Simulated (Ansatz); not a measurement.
# 1T-VF2 bilayer (AA) in a perpendicular field

Aim: how the 1T-VF2 bilayer (AA) screens a field along its normal, and what the field does to its bands. A positive field points along +c.

Program: Ansatz 0.2.0. Level of theory: plane-wave DFT, PBE+U-D3(BJ), Ansatz PAW. Values are calculated unless marked as measured.

Report form: inputs, costs, results and the conclusion, without the logs.

## Step 1: Starting point

The cell holds 6 atoms: 4 F and 2 V. Its edges and angles: a = 2.840 Å, b = 2.840 Å, c = 46.179 Å, α = 90.0°, β = 90.0°, γ = 120.0°. Regions: layer 1: 1T-VF2, 3 atoms (2 F and 1 V); layer 2: 1T-VF2, 3 atoms (2 F and 1 V). Vacuum lies along c.

## Step 2: Relaxation

The starting cell is a guess, so the in-plane lattice and the atoms are relaxed first, with the slab cut off from its images along the normal.

input.yaml reads:

```yaml
crystal:
  lattice:
    - [2.839631, 0.0, 0.0]
    - [-1.4198155, 2.4591925834, 0.0]
    - [0.0, 0.0, 46.1794385088]
  atoms:
    - { symbol: F, position: [0.6666666667, 0.3333333333, 0.4179349213] }
    - { symbol: V, position: [0.0, 0.0, 0.4443505657], spin: 1.0 }
    - { symbol: F, position: [0.3333333333, 0.6666666667, 0.4707662102] }
    - { symbol: F, position: [0.6666666667, 0.3333333333, 0.5292337898] }
    - { symbol: V, position: [0.0, 0.0, 0.5556494343], spin: -1.0 }
    - { symbol: F, position: [0.3333333333, 0.6666666667, 0.5820650787] }
  periodic: [true, true, false]
magnetization:
  spin_polarized: true
kpoints:
  mp_grid: { grid: [12, 12, 1] }
hamiltonian:
  xc: pbe
  dispersion: d3bj
  hubbard: { sites: [{ species: V, l: d, u_eff: 3.0 }] }
scf:
  occupations: { method: fermi_dirac, width: 0.05 }
  convergence: { dr2_threshold: 1.0e-09 }
relax:
  f_tol: 0.004
  max_steps: 90
  cell: {}
output:
  write_potential: true
  write_density: true
  volumetric_format: npy
```

Launch:

```sh
$ ansatz run input.yaml --threads 4 --pin off --max-ram 6144MiB --backend cpu --events-out ev --progress --plain --runs-dir out
```

It took 2.9 min on 4 threads of Intel Xeon Platinum 8559C (Emerald Rapids), shared host; peak memory 1.2 GiB; 11 min of CPU time.

Relaxation path:

```
step  energy less that of the first step (eV)  largest force component (eV/Å)  volume (Å³)
   1                                   0.0000                          0.1256       322.48
   2                                  -0.8690                          0.0671       354.82
   3                                  -1.1879                          0.4726       389.07
   4                                  -1.2595                          0.0389       396.42
   5                                  -1.2606                          0.1489       396.36
   6                                  -1.2672                          0.0423       396.25
   7                                  -1.2669                          0.0201       396.86
   8                                  -1.2674                          0.0008       396.35
  9*                                  -1.5925                          0.0067       396.35
  10                                  -1.7030                          0.0133       416.03
  11                                  -1.7038                          0.0415       434.57
  12                                  -1.7115                          0.0063       431.28
  13                                  -1.7113                          0.0022       431.38
 14*                                  -1.7640                          0.0041       431.38
  15                                  -1.7627                          0.0140       434.36
  16                                  -1.7628                          0.0008       434.33
 17*                                  -1.7650                          0.0009       434.33
 17*                                  -1.7650                          0.0009       434.33
```

Relaxation steps marked * repeat the geometry before them on a plane-wave basis chosen anew for their cell, so energy and pressure can jump there.

Forces are held to the 6 operations that the program found; a distortion that breaks them can't arise in this run.

| cell as run | before | after | change |
| --- | --- | --- | --- |
| a (Å) | 2.840 | 3.295 | +16.1 % |
| b (Å) | 2.840 | 3.295 | +16.1 % |

The atoms that moved most (Å, along periodic axes as changes of fractional coordinates times the final cell, across vacuum about the mean position):

```csv
atom,dx,dy,dz,length
F6,0.000,0.000,-0.734,0.734
F1,0.000,0.000,0.734,0.734
V5,0.000,0.000,-0.466,0.466
V2,0.000,0.000,0.466,0.466
F3,0.000,0.000,0.187,0.187
F4,0.000,0.000,-0.187,0.187
```

The relaxed structure:

```xyz
6
Lattice="3.2955 0.0000 0.0000 -1.6477 2.8540 0.0000 0.0000 0.0000 46.1794" Properties=species:S:1:pos:R:3
F     1.6477    0.9513   20.0338
V     0.0000    0.0000   20.9857
F     0.0000    1.9027   21.9264
F     1.6477    0.9513   24.2530
V     0.0000    0.0000   25.1937
F     0.0000    1.9027   26.1457
```

Numbers from this step:

```yaml
site_moments: 0.01668, 2.295, 0.01554, -0.01554, -2.295, -0.01668 μB
gap_on_the_k_mesh: 2.987 eV
```

Site moment by atom:

```
atom  site moment (μB)
  F1              0.02
  V2              2.29
  F3              0.02
  F4             -0.02
  V5             -2.29
  F6             -0.02
```

The lattice constant a goes from 2.840 to 3.295 Å.

## Step 3: Single point, field 0

A sawtooth potential applies the field, turning back in the middle of the vacuum. With the dipole correction the typed value is the field outside the slab. The induced dipole is small, so the SCF threshold is tight.

The cell differs from the one that the last finished run ended in (c 46.179 → 24.112 Å).

input.yaml reads:

```yaml
crystal:
  lattice:
    - [3.2954901416, 0.0, 0.0]
    - [-1.6477450708, 2.8539781806, 0.0]
    - [0.0, 0.0, 24.1119255718]
  atoms:
    - { symbol: F, position: [0.6666666667, 0.3333333333, 0.3732592809], spin: 0.02 }
    - { symbol: V, position: [0.0, 0.0, 0.4127412966], spin: 2.29 }
    - { symbol: F, position: [0.3333333333, 0.6666666667, 0.4517533414], spin: 0.02 }
    - { symbol: F, position: [0.6666666667, 0.3333333333, 0.5482466623], spin: -0.02 }
    - { symbol: V, position: [0.0, 0.0, 0.5872587018], spin: -2.29 }
    - { symbol: F, position: [0.3333333333, 0.6666666667, 0.6267407191], spin: -0.02 }
magnetization:
  spin_polarized: true
kpoints:
  mp_grid: { grid: [18, 18, 1] }
  band_path:
    path: [[0, 0, 0], [0.5, 0, 0], [0.33333333, 0.33333333, 0], [0, 0, 0]]
    npoints: 16
hamiltonian:
  xc: pbe
  dispersion: d3bj
  hubbard: { sites: [{ species: V, l: d, u_eff: 3.0 }] }
scf:
  occupations: { method: fermi_dirac, width: 0.05 }
  convergence: { dr2_threshold: 1.0e-10 }
efield:
  axis: 3
  dipole_correction: true
  ramp_position: 0.97
  ramp_width: 0.06
  amplitude: 0
output:
  dos: { projected: true, e_range: [-6, 5] }
  bader: true
  write_potential: true
  write_density: true
  volumetric_format: npy
  elf: true
```

Run time: 27 s. Hardware: 4 threads; peak memory 1.1 GiB.

This step gave:

* dipole along the normal: -1.84e-7 e·Å
* gap along the path: 2.987 eV
* ionisation energy, upper face: 5.552 eV
* electron affinity, upper face: 2.565 eV
* gap, the smaller of path and mesh: 2.987 eV

Running mean over a fixed 2.5 Å (it still follows the layers) of the planar mean; the ramp of the sawtooth is left out. Table of electron's electrostatic potential energy less the Fermi level by z:

| z (Å) | electron's electrostatic potential energy less the Fermi level (eV) |
| --- | --- |
| 3 | 4.00 |
| 4 | 4.00 |
| 5 | 4.00 |
| 6 | 4.00 |
| 7 | 3.88 |
| 8 | 0.847 |
| 9 | -4.58 |
| 10 | -8.31 |
| 11 | -4.14 |
| 12 | -0.746 |
| 13 | -3.57 |
| 14 | -8.18 |
| 15 | -5.19 |
| 16 | 0.237 |
| 17 | 3.80 |
| 18 | 4.00 |
| 19 | 4.00 |
| 20 | 4.00 |
| 21 | 4.00 |

The density of states has structure finer than the step of the table below, so its rows give means over 0.2 eV. Peaks (eV: height): total -5.94: 13.6, -2.20: 19.0, -2.03: 16.0, -1.97: 26.6, 2.13: 14.0, 2.74: 12.4, 3.13: 10.2; up = down -5.94: 6.78, -2.20: 9.48, -2.03: 7.98, -1.97: 13.3, 2.13: 6.98, 2.74: 6.21, 3.13: 5.10.

The density of states by energy, zero at the Fermi level of the run, which the smearing sets inside the gap; means over each step; values in states/eV a cell:

```csv
energy (eV),total,up = down
-5.8,5.00,2.50
-5.6,0,0
-5.4,0,0
-5.2,0,0
-5.0,0,0
-4.8,0,0
-4.6,0,0
-4.4,0,0
-4.2,0,0
-4.0,0,0
-3.8,0,0
-3.6,0,0
-3.4,0,0
-3.2,0,0
-3.0,0,0
-2.8,0,0
-2.6,0,0
-2.4,0.951,0.476
-2.2,11.2,5.61
-2.0,12.9,6.44
-1.8,2.10,1.05
-1.6,1.57,0.786
-1.4,0,0
-1.2,0,0
-1.0,0,0
-0.8,0,0
-0.6,0,0
-0.4,0,0
-0.2,0,0
0.0,0,0
0.2,0,0
0.4,0,0
0.6,0,0
0.8,0,0
1.0,0,0
1.2,0,0
1.4,0.0416,0.0208
1.6,0.260,0.130
1.8,0.285,0.142
2.0,0.542,0.271
2.2,8.57,4.29
2.4,3.08,1.54
2.6,4.79,2.39
2.8,4.98,2.49
3.0,1.33,0.664
3.2,5.80,2.90
```

Projected DOS per atom over height of the atomic layer and energy from the Fermi level. Layers: F V F F V F from below.

Ten even steps from '_' (0.00 states/eV) to '@' (3.72 states/eV), each cell a mean:
```
__**____**__
__==____==__
__**____**__
__..____..__
____________
____________
____________
____________
____________
____________
____________
____________
__@@____@@__
__**____**__
____________
____________
____________
____________
____________
____________
____________
--__----__--
```
Columns: height of the atomic layer (Å) from 9 to 15.1 (not evenly spaced); rows upwards: energy from the Fermi level (eV) from -5.96 to 3.4.

Projected DOS per atom, spin up over height of the atomic layer and energy from the Fermi level. Layers: F V F F V F from below.

Ten even steps from '0' (0.00 states/eV) to '9' (3.72 states/eV), each cell a mean:
```
000050
030000
050000
010000
000000
000000
000000
000000
000000
000000
000000
000000
090000
060000
000000
000000
000000
000000
000000
000000
000000
101201
```
Columns: height of the atomic layer (Å) from 9 to 15.1 (not evenly spaced); rows upwards: energy from the Fermi level (eV) from -5.96 to 3.4.

Projected DOS per atom, spin down over height of the atomic layer and energy from the Fermi level. Layers: F V F F V F from below.

Ten even steps from '0' (0.00 states/eV) to '9' (3.72 states/eV), each cell a mean:
```
050000
000030
000050
000010
000000
000000
000000
000000
000000
000000
000000
000000
000090
000060
000000
000000
000000
000000
000000
000000
000000
102101
```
Columns: height of the atomic layer (Å) from 9 to 15.1 (not evenly spaced); rows upwards: energy from the Fermi level (eV) from -5.96 to 3.4.

Deep bands are left out, so band numbers here count from the lowest band kept and differ from the log's. Electronic bands along the path, in eV, zero at the Fermi level of the run, which the smearing sets inside the gap; # counts the bands kept:

| point | up #13 | up #14 | up #15 | up #16 | down #13 | down #14 | down #15 | down #16 |
| --- | --- | --- | --- | --- | --- | --- | --- | --- |
| Γ | -2.35 | -2.35 | -1.55 | 1.44 | -2.35 | -2.35 | -1.55 | 1.44 |
| halfway | -2.23 | -2.12 | -1.77 | 2.15 | -2.23 | -2.12 | -1.77 | 2.15 |
| M | -2.20 | -2.09 | -1.94 | 2.13 | -2.20 | -2.09 | -1.94 | 2.13 |
| halfway | -2.22 | -2.03 | -1.94 | 2.22 | -2.22 | -2.03 | -1.94 | 2.22 |
| K | -2.29 | -1.95 | -1.94 | 2.37 | -2.29 | -1.95 | -1.94 | 2.37 |
| halfway | -2.14 | -2.12 | -1.85 | 2.24 | -2.14 | -2.12 | -1.85 | 2.24 |
| Γ | -2.35 | -2.35 | -1.55 | 1.44 | -2.35 | -2.35 | -1.55 | 1.44 |

Spin density in the ca plane at fractional y = 0.000, with atoms of V within 0.2 Å of it.

Values in e/Å³, 5 rows by 16 columns, each cell a mean:
```
 0.0  0.0  0.0  0.0  0.0  0.0  0.0  0.1  1.2  0.4  0.0 -0.1 -0.9 -0.6  0.0  0.0
 0.0  0.0  0.0  0.0  0.0  0.0  0.0  0.0  0.1  0.0  0.0  0.0 -0.1 -0.1  0.0  0.0
 0.0  0.0  0.0  0.0  0.0  0.0  0.0  0.0  0.0  0.0  0.0  0.0  0.0  0.0  0.0  0.0
 0.0  0.0  0.0  0.0  0.0  0.0  0.0  0.0  0.2  0.1  0.0  0.0 -0.2 -0.1  0.0  0.0
 0.0  0.0  0.0  0.0  0.0  0.0  0.0  0.2  1.8  0.6  0.0 -0.1 -1.4 -1.0  0.0  0.0
```
Columns run along c (16.0 Å, from fractional 0.06 to 0.72 of the cell), rows up along a (3.3 Å). Atoms in or near the plane, at fractional coordinates: V at (0.41, 0.00), V at (0.59, 0.00).

ELF of down spins in the ca plane at fractional y = 0.000, with atoms of V within 0.2 Å of it. It is the smooth field of the valence electrons, not physical close to the nuclei.

Values, 5 rows by 16 columns, each cell a mean:
```
0.00 0.00 0.00 0.00 0.00 0.00 0.01 0.08 0.71 0.30 0.01 0.18 0.53 0.46 0.13 0.01
0.00 0.00 0.00 0.00 0.00 0.00 0.08 0.30 0.12 0.24 0.09 0.13 0.15 0.15 0.12 0.01
0.00 0.00 0.00 0.00 0.00 0.00 0.13 0.50 0.15 0.45 0.15 0.25 0.17 0.23 0.25 0.02
0.00 0.00 0.00 0.00 0.00 0.00 0.05 0.18 0.24 0.17 0.06 0.09 0.22 0.18 0.08 0.01
0.00 0.00 0.00 0.00 0.00 0.00 0.00 0.10 0.77 0.39 0.01 0.25 0.63 0.58 0.19 0.01
```
Columns run along c (16.0 Å, from fractional 0.06 to 0.72 of the cell), rows up along a (3.3 Å). Atoms in or near the plane, at fractional coordinates: V at (0.41, 0.00), V at (0.59, 0.00).

ELF in the ca plane at fractional y = 0.000, with atoms of V within 0.2 Å of it. It is the smooth field of the valence electrons, not physical close to the nuclei.

Values, 5 rows by 16 columns, each cell a mean:
```
0.00 0.00 0.00 0.00 0.00 0.00 0.02 0.19 0.64 0.36 0.05 0.12 0.56 0.47 0.09 0.01
0.00 0.00 0.00 0.00 0.00 0.00 0.05 0.21 0.14 0.18 0.07 0.16 0.15 0.16 0.16 0.01
0.00 0.00 0.00 0.00 0.00 0.00 0.10 0.41 0.12 0.36 0.12 0.30 0.20 0.27 0.31 0.03
0.00 0.00 0.00 0.00 0.00 0.00 0.03 0.13 0.25 0.15 0.05 0.10 0.21 0.18 0.10 0.01
0.00 0.00 0.00 0.00 0.00 0.00 0.02 0.27 0.71 0.48 0.06 0.17 0.66 0.59 0.12 0.01
```
Columns run along c (16.0 Å, from fractional 0.06 to 0.72 of the cell), rows up along a (3.3 Å). Atoms in or near the plane, at fractional coordinates: V at (0.41, 0.00), V at (0.59, 0.00).

The gap is 2.99 eV, with the valence edge 5.55 eV and the conduction edge 2.57 eV under the upper vacuum level.

## Step 4: Single point, field 0.05 V/Å

Changes to input.yaml since step 3:

```diff
@@ -31,6 +31,4 @@
   ramp_width: 0.06
-  amplitude: 0
+  amplitude: 0.05
 output:
-  dos: { projected: true, e_range: [-6, 5] }
-  bader: true
   write_potential: true
@@ -38,2 +36 @@
   volumetric_format: npy
-  elf: true
```

Run time: 19 s. Hardware: 4 threads; peak memory 1.1 GiB.

The dipole is 0.0124 e·Å, and the gap 2.911 eV.

## Step 5: Atoms held, field -0.05 V/Å

Changes to input.yaml since step 4:

```diff
@@ -31,3 +31,3 @@
   ramp_width: 0.06
-  amplitude: 0.05
+  amplitude: -0.05
 output:
```

The job ended after 18 s (4 threads; peak memory 1.1 GiB; 68 s of CPU time).

The dipole is -0.0124 e·Å, and the gap 2.911 eV.

## Step 6: Atoms held, field 0.1 V/Å

Changes to input.yaml since step 5:

```diff
@@ -29,5 +29,5 @@
   dipole_correction: true
-  ramp_position: 0.97
-  ramp_width: 0.06
-  amplitude: -0.05
+  ramp_position: 0.9286
+  ramp_width: 0.1428
+  amplitude: 0.1
 output:
```

Wall time 18 s (4 threads); peak memory 1.1 GiB; 69 s of CPU time.

The dipole is 0.0249 e·Å, and the gap 2.830 eV.

## Step 7: Single point, field 0.2 V/Å

Changes to input.yaml since step 6:

```diff
@@ -31,3 +31,3 @@
   ramp_width: 0.1428
-  amplitude: 0.1
+  amplitude: 0.2
 output:
```

It took 20 s on 4 threads; peak memory 1.1 GiB; 76 s of CPU time.

The dipole is 0.0498 e·Å, and the gap 2.651 eV.

## Step 8: Single point, field 0.3 V/Å

Changes to input.yaml since step 7:

```diff
@@ -29,6 +29,8 @@
   dipole_correction: true
-  ramp_position: 0.9286
-  ramp_width: 0.1428
-  amplitude: 0.2
+  ramp_position: 0.9256
+  ramp_width: 0.1488
+  amplitude: 0.3
 output:
+  dos: { projected: true, e_range: [-6, 5] }
+  bader: true
   write_potential: true
@@ -36 +38,2 @@
   volumetric_format: npy
+  elf: true
```

The job ended after 30 s (4 threads; peak memory 1.1 GiB).

The dipole is 0.0747 e·Å, and the gap 2.452 eV.

## Step 9: Response, atoms held

This step: plane-wave DFT, PBE+U-D3(BJ), Ansatz PAW; response to a field along the normal, atoms held (Ansatz 0.2.0).

The dipoles give the slope, and the difference of two potentials shows where the field is screened.

Numbers from this step:

- equivalent conductor thickness p/(ε₀AE): 4.787 Å
- distance between the outer atoms: 6.112 Å

Dipole of the cell against applied field:

```csv
applied field (V/Å),dipole of the cell (e·Å)
-0.050,-0.0124
0.000,-1.8e-7
0.050,0.0124
0.100,0.0249
0.200,0.0498
0.300,0.0747
```

The total moment by applied field:

| applied field (V/Å) | total moment (μB) |
| --- | --- |
| -0.050 | -7.1e-15 |
| 0.000 | 0 |
| 0.050 | 7.1e-15 |
| 0.100 | 1.8e-14 |
| 0.200 | 1.1e-13 |
| 0.300 | 8.3e-13 |

Local field over the applied field, running mean. From the potentials at -0.05 and 0.05 V/Å; running mean over 2.5 Å. The local field over applied field by z:

```csv
z (Å),local field over applied field
4.02,1.000
4.47,1.000
4.91,1.000
5.36,0.999
5.80,0.997
6.25,0.991
6.70,0.972
7.00,0.946
7.44,0.871
7.89,0.762
8.33,0.631
8.78,0.503
9.23,0.388
9.67,0.310
10.12,0.302
10.57,0.359
11.01,0.448
11.46,0.520
11.91,0.557
12.20,0.557
12.65,0.520
13.10,0.448
13.54,0.359
13.99,0.302
14.44,0.310
14.88,0.388
15.33,0.503
15.78,0.631
16.22,0.762
16.67,0.871
17.12,0.946
17.41,0.972
17.86,0.991
18.31,0.997
18.75,0.999
19.20,1.000
19.65,1.000
20.09,1.000
```

[end of part 1 of 2]

[Long decimals in the printed logs are rounded to 6 places.]

[Logs are printed without paths, hosts, clocks, repeated set-up lines and the standing remarks that a program may print on its own settings, such as how far it seeks lower states.]

[Hosts, paths, dates, database ids (printed as entryN), source tags and the programs' standing remarks are cut or masked in the printed files.]

[Maps of the electrostatic potential energy from Ansatz leave out the sawtooth potential of an applied field or a dipole correction, so their vacuum need not be flat; planar profiles and work functions include it.]

[The density of states shown here was stored with 400 of the rows of the run's finer table, so its peaks can read low, often by over a quarter, or be missed, and its means over a window can be off by a tenth or more.]
